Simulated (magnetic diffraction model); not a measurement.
# Magnetic neutron pattern of BaNi2S4

Space group Fd-3m (no. 227, origin choice 1), a = 10.6710 Å.

```csv
site,atom,x,y,z
8a,Ba,1/2,0,1/2
16d,Ni,1/8,5/8,1/8
32e,S,0.8564,0.1436,0.1436
```

The compound is invented for this exercise: a known structure type with other elements, its cell scaled to their sizes and not relaxed.

Only Ni is taken to order (form factors of Ni3+); orders and moment sizes are assumed, and not adapted to the symmetry. Radiation: neutrons of λ = 4.2 Å, 5° to 100°; isotropic B of 0.2 Å² (Ba), 0.31 Å² (Ni) and 0.39 Å² (S). Simulated constant-wavelength pattern: nuclear and magnetic terms add, the magnetic one as |2.695 fm × Σ f S⊥ exp(2πi Q·r) exp(−B s²)|², summed over all Q at one angle with the factor 1/(sin²θ cos θ). For collinear order S is the moment m, which repeats by lattice and centring translations R with the sign exp(−2πi k·R). Free-ion form factors, Sears's scattering lengths of 1992, no absorption; a label names one of the reflections at its angle. The strongest nuclear line in the range is 100, and lines under 0.2 are left out.

Assume the order k = (0 1 0), collinear moments along [100], 0.88 μB on Ni; signs + at (1/8, 5/8, 1/8), + at (1/8, 7/8, 3/8), + at (3/8, 5/8, 3/8), − at (3/8, 7/8, 1/8).

Predict the pattern, nuclear and magnetic parts apart.

```tsv
2θ (°)	index	nuclear	magnetic
22.70	(0 1 0)	0.0	2.3
32.32	(1 0 -1)	0.0	1.1
39.86	(1 1 1)	43.2	0.0
52.21	(2 1 0)	0.0	1.1
57.64	(1 2 -1)	0.0	1.2
67.64	(2 2 0)	11.7	0.0
72.37	(2 1 2)	0.0	0.8
76.97	(3 0 1)	0.0	0.4
81.49	(3 1 1)	100.0	0.0
85.96	(2 2 2)	18.7	0.0
90.40	(2 3 0)	0.0	0.6
94.84	(3 2 1)	0.0	0.8
```

The strongest magnetic line in the range is (0 1 0) at 22.70° (2.3). On top of the Lorentz factor, which all lines share, magnetic lines fade with angle because f falls: for Ni3+ it is 0.94, 0.79, 0.59 and 0.26 at sin θ/λ = 0.1, 0.2, 0.3 and 0.5 Å⁻¹, while nuclear lengths stay constant. The order has no net moment.

[Logs are printed without paths, hosts, clocks, repeated set-up lines and the standing remarks that a program may print on its own settings, such as how far it seeks lower states.]
